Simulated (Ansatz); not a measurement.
# MgPbS3 (model cell, started as cubic perovskite with Pb in the octahedra): a soft mode frozen in, part 3 of 3

Aim: this structure of MgPbS3 (model cell, started as cubic perovskite with Pb in the octahedra) is to be tested for unstable modes, and one is followed downhill.

Ansatz 0.2.0; DFT PBEsol, scalar-relativistic, plane waves, PAW; PAW set soft_1.

So far. Step 5 (Energy along the mode, all amplitudes (two of the runs …): The lowest of the steps tried is the last one, at 0.6 Å, 219 meV/atom below the parent; the bottom of the well need not coincide with a step. Step 7 (The new phase in its own primitive cell): The largest force component left is 0.50 meV/Å and the pressure is 0.006 GPa, within the tolerances set. The cell now holds 27.85 Å³/atom. The relaxed cell has a, b, c = 10.408, 10.601, 5.048 Å (conventional setting).

The structure was built from a prototype and need not be the compound's stable phase.

## 8. Modes of the new phase, k-mesh 6×6×8

A relaxed structure may still be a saddle point, so its zone-centre modes are computed. No field response is asked, since the mesh shows no gap.

input.yaml

```yaml
crystal:
  lattice:
    - [5.2041205095, -5.3004700068, 0.0]
    - [5.2041205095, 5.3004700068, 0.0]
    - [0.0, 0.0, 5.0482965802]
  atoms:
    - { symbol: Mg, position: [0.1470791707, 0.1470791707, 0.0] }
    - { symbol: Mg, position: [0.8529208293, 0.8529208293, 0.0] }
    - { symbol: Pb, position: [0.2595874798, 0.7404125202, 0.5] }
    - { symbol: Pb, position: [0.7404125202, 0.2595874798, 0.5] }
    - { symbol: S, position: [0.5, 0.0, 0.5] }
    - { symbol: S, position: [0.0, 0.5, 0.5] }
    - { symbol: S, position: [0.5, 0.5, 0.5] }
    - { symbol: S, position: [0.0, 0.0, 0.5] }
    - { symbol: S, position: [0.1791383357, 0.8208616643, 0.0] }
    - { symbol: S, position: [0.8208616643, 0.1791383357, 0.0] }
kpoints:
  mp_grid: { grid: [6, 6, 8] }
hamiltonian:
  xc: pbesol
  pseudopotentials: { kind: paw, azcp: { folder: soft_1 }, xc_functional: pbe }
scf:
  occupations: { method: methfessel_paxton, width: 0.2 }
output:
  eigenvalues: true
phonons:
  method: dfpt
```

Run with:

```sh
$ ansatz run input.yaml --threads 8 --pin off --max-ram 16384MiB --backend cpu --events-out ev --progress --plain --runs-dir out
```

Numbers of over 12 decimals in the logs are rounded to 6 here.

Log:

```text
zone centre: on kpoints.mp_grid the ground state, and the responses unless they are solved on pairs of k-points, stand on 100 of the mesh's 288 k-points, reduced under 2 symmetry operations, with k and −k counted as one. Each operation leaves every solved displacement unchanged or reverses it
[...]
Crystal: 10 atoms, lattice volume = 278.507 Å³
Basis set: ecut = 420 eV, 5437 PW (Γ), exchange–correlation on 100×100×72 points (8 copies of the dense FFT grid, shifted against one another)
Bands: 52, of which v1, the nominal top of the filled ones, is band 42 counted from 1 (41 counted from 0)
Symmetry: 8 space group operations
k-points: 100 of 288 (irreducible under 2 space group operations, time reversal used)
[...]
SCF iter   1: F=—  HF=-32650.821145 eV  |F-HF|=—  |Δ(HF+E_count)|=         —  Δρ=3.82e-2  dr2=9.42e0  ethr=3.10e-3  ⟨swp⟩=11.1  Hψ=28933  notcnv=0
[...]
SCF iter  13: F=-32648.454116 eV  HF=-32648.454116 eV  |F-HF|=7.28e-12  |Δ(HF+E_count)|=  2.55e-11  S|Δr|=    0.00e0  Δρ=2.27e-8  dr2=1.84e-12  ethr=1.00e-12  ⟨swp⟩=18.8  Hψ=35284  notcnv=0
SCF 1 converged in 13 iterations: F = -32648.454116 eV  dr2 = 1.84e-12
[...]
DFPT response loops at Γ: preconditioner auto → Kerker (q_TF=auto, 2.234 Å⁻¹) (partly filled bands, converged f_vac=0.126); β = 1.00, the filter's whole step (`scf.mixing.beta` (0.50) is not read by the response loops under this deck's `scf.mixing.preconditioner`; to damp them name `kerker` or `kerker_dos`, under which they read `scf.mixing.beta`, and type it under 1.00, their step now; both keys bind the ground state too); Broyden in place of MSR1
SCF converged after 13 iterations
[...]
Free energy (F): -32648.454116 eV
[...]
Internal energy: -32648.478599 eV  (E = F + TS)
E sigma→0 (E₀):  -32648.460237 eV
Entropy (-TS):   0.024483 eV (2.448 meV/atom)
Fermi energy:    4.163199 eV
[...]
--- Band table (eV; the first three rows and the last of 100) ---
  k-point 0: bands = [... 38 lower, 3.6771, 3.7031, 3.8905, 3.9831, 4.4721, 5.3814, 6.8455, 6.9463, ... 6 higher]
  k-point 1: bands = [... 38 lower, 3.6913, 3.7134, 3.8417, 3.9966, 4.4758, 5.6097, 6.8077, 6.9003, ... 6 higher]
  k-point 2: bands = [... 38 lower, 3.7369, 3.7568, 3.7937, 4.4276, 4.4847, 6.0955, 6.4654, 6.7822, ... 6 higher]
  k-point 99: bands = [... 38 lower, 3.3898, 3.7281, 3.9560, 4.0028, 5.4707, 5.8508, 6.4517, 6.8464, ... 6 higher]
--- Phonons (Γ-DFPT): 18 representative perturbations + reference, on 100 of 288 k-points (Σ response iterations 54) ---
  k mesh reduced under 2 symmetry operations, with k and −k counted as one. Each operation leaves every solved displacement unchanged or reverses it
  ASR residual: 4.416e-5 → 0.000e0 eV/Å²; symmetrization residual: 1.062e-5 eV/Å²
  ASR residual per site (eV/Å²): 4.42e-5 4.42e-5 1.81e-5 1.81e-5 1.10e-5 1.10e-5 2.98e-5 1.14e-5 1.60e-5 1.60e-5
  Γ frequencies (cm⁻¹): -164.20 -141.77 -135.55 -132.59 -127.66 -109.88 -92.70 -80.48 0.00 0.00 0.00 19.79 32.16 58.54 63.01 77.74 81.60 113.33 119.26 169.63 211.27 239.23 255.04 286.36 287.72 296.77 297.31 305.44 331.48 346.66
  non-analytic LO–TO correction: not included (Born effective charges unavailable; polar crystals: no LO–TO splitting at Γ)
```

The job ended after 6.7 min (8 threads of Arm Neoverse V1, shared host; peak memory 4.3 GiB; 52 min of CPU time).

Numbers from this step:

```yaml
sum_rule_residual_before_enforcement: 4.42e-5 eV/Å²
point_group: mmm
highest_optical_mode_at_the_zone_centre_no_lo_to_term: 346.7 cm⁻¹
lowest_optical_zone_centre_mode: -164.2 cm⁻¹
```

Patterns of degenerate modes are one choice out of their space. Modes at Γ, with each element's share of the kinetic energy (negative means imaginary):

```
mode  frequency (cm⁻¹)  symmetry  Mg %  Pb %  S %
   1            -164.2       B1u    74     0   26
   2            -141.8       B3u     0     1   98
   3            -135.6       B2u    10     2   88
   4            -132.6       B3u     6     1   93
   5            -127.7       B2g   100     0    0
   6            -109.9        Au     0     0  100
   7             -92.7       B1u     6     9   85
   8             -80.5       B1u     0     2   98
   9               0.0  acoustic     7    63   29
  10               0.0  acoustic     7    63   29
  11               0.0  acoustic     7    63   29
  12              19.8       B3u     0     2   98
  13              32.2       B3g     0    92    8
  14              58.5       B3u    33    25   42
  15              63.0       B1g    37    16   48
  16              77.7       B1u    13    20   67
  17              81.6       B2u    30    26   44
  18             113.3        Ag     2    95    2
  19             119.3       B1g     6    84    9
  20             169.6        Ag    48     5   47
  21             211.3       B2u     7     0   93
  22             239.2       B2u     0     3   96
  23             255.0       B3u    41     3   56
  24             286.4       B2u     1     5   94
  25             287.7       B3g     0     8   92
  26             296.8       B3u    13     4   83
  27             297.3       B1g    57     0   43
  28             305.4       B1u     0     6   94
  29             331.5        Ag    49     0   51
  30             346.7       B2u    44     0   56
```

Displacements in mode 1 (-164.2 cm⁻¹), the largest set to 1:
```
Mg1  0.00  0.00  1.00
Mg2  0.00  0.00  1.00
Pb3  0.00  0.00  0.01
Pb4  0.00  0.00  0.01
S5   0.00  0.00 -0.41
S6   0.00  0.00 -0.41
S7   0.00  0.00 -0.13
S8   0.00  0.00 -0.41
S9   0.00  0.00 -0.11
S10  0.00  0.00 -0.11
```

Displacements in mode 30 (346.7 cm⁻¹), the largest set to 1:
```
Mg1  0.00 -1.00  0.00
Mg2  0.00 -1.00  0.00
Pb3  0.00  0.01  0.00
Pb4  0.00  0.01  0.00
S5   0.25 -0.08  0.00
S6  -0.25 -0.08  0.00
S7   0.00 -0.11  0.00
S8   0.00 -0.21  0.00
S9   0.00  0.93  0.00
S10  0.00  0.93  0.00
```

Before it was imposed, the acoustic sum rule was missed by 4.4e-5 eV/Å². Small misses are needed for a sound result but don't prove that mesh and cutoff are converged. The lowest optical mode is imaginary, 164.2i cm⁻¹, so the energy falls along it.

## 9. What came out

```
unstable mode of the parent                                                      : q = (0, -0.5, -0.5), 204i cm⁻¹
depth at the lowest point sampled                                                : 219 meV/atom
largest atomic shift at that point                                               : 0.6 Å
space group reached (within 0.01 Å)                                              : Cmmm
energy gained over the parent (first relaxation, on the mesh of the frozen mode) : 321 meV/atom
volume per atom, phase reached                                                   : 27.9 Å³
lowest optical zone-centre mode, phase reached                                   : -164 cm⁻¹
highest optical mode at the zone centre (no LO-TO term), phase reached           : 347 cm⁻¹
```

**Reading.** Along this mode the structure falls into Cmmm, 321 meV/atom below the parent. At the parent's cell the well is 218.9 meV/atom deep on the steps tried, with its lowest point at a shift of 0.6 Å. That is the last step tried, so the steps alone don't bracket the bottom of the well. Relaxing atoms and cell changes the gain by +101.80 meV/atom against the lowest step (energies at zero smearing). The new phase still has an imaginary mode at the zone centre of its cell, so it is a saddle point on the way to a lower structure. Of the 4 patterns followed to their end from this parent, this one ends 350 meV/atom above the lowest, P4_2/mmc. Each path keeps the symmetry of its pattern, so a lower phase may lie along a pattern not tried. With no gap, or one that is small against the smearing, the frequencies hang on the k mesh and the smearing, most of all near Kohn anomalies. A semilocal functional can close a gap that the real compound would have, so the metallic treatment may be an artefact of the level. Spin-orbit coupling is left out, which can matter for the heavy elements here. The PAW files were made for PBE and serve the other functionals too. The starting cell was built on a prototype and not taken from a measurement, so the phase need not exist.

[Logs are printed without paths, hosts, clocks, repeated set-up lines and the standing remarks that a program may print on its own settings, such as how far it seeks lower states.]

[Hosts, paths, dates, database ids (printed as entryN), source tags and the programs' standing remarks are cut or masked in the printed files.]
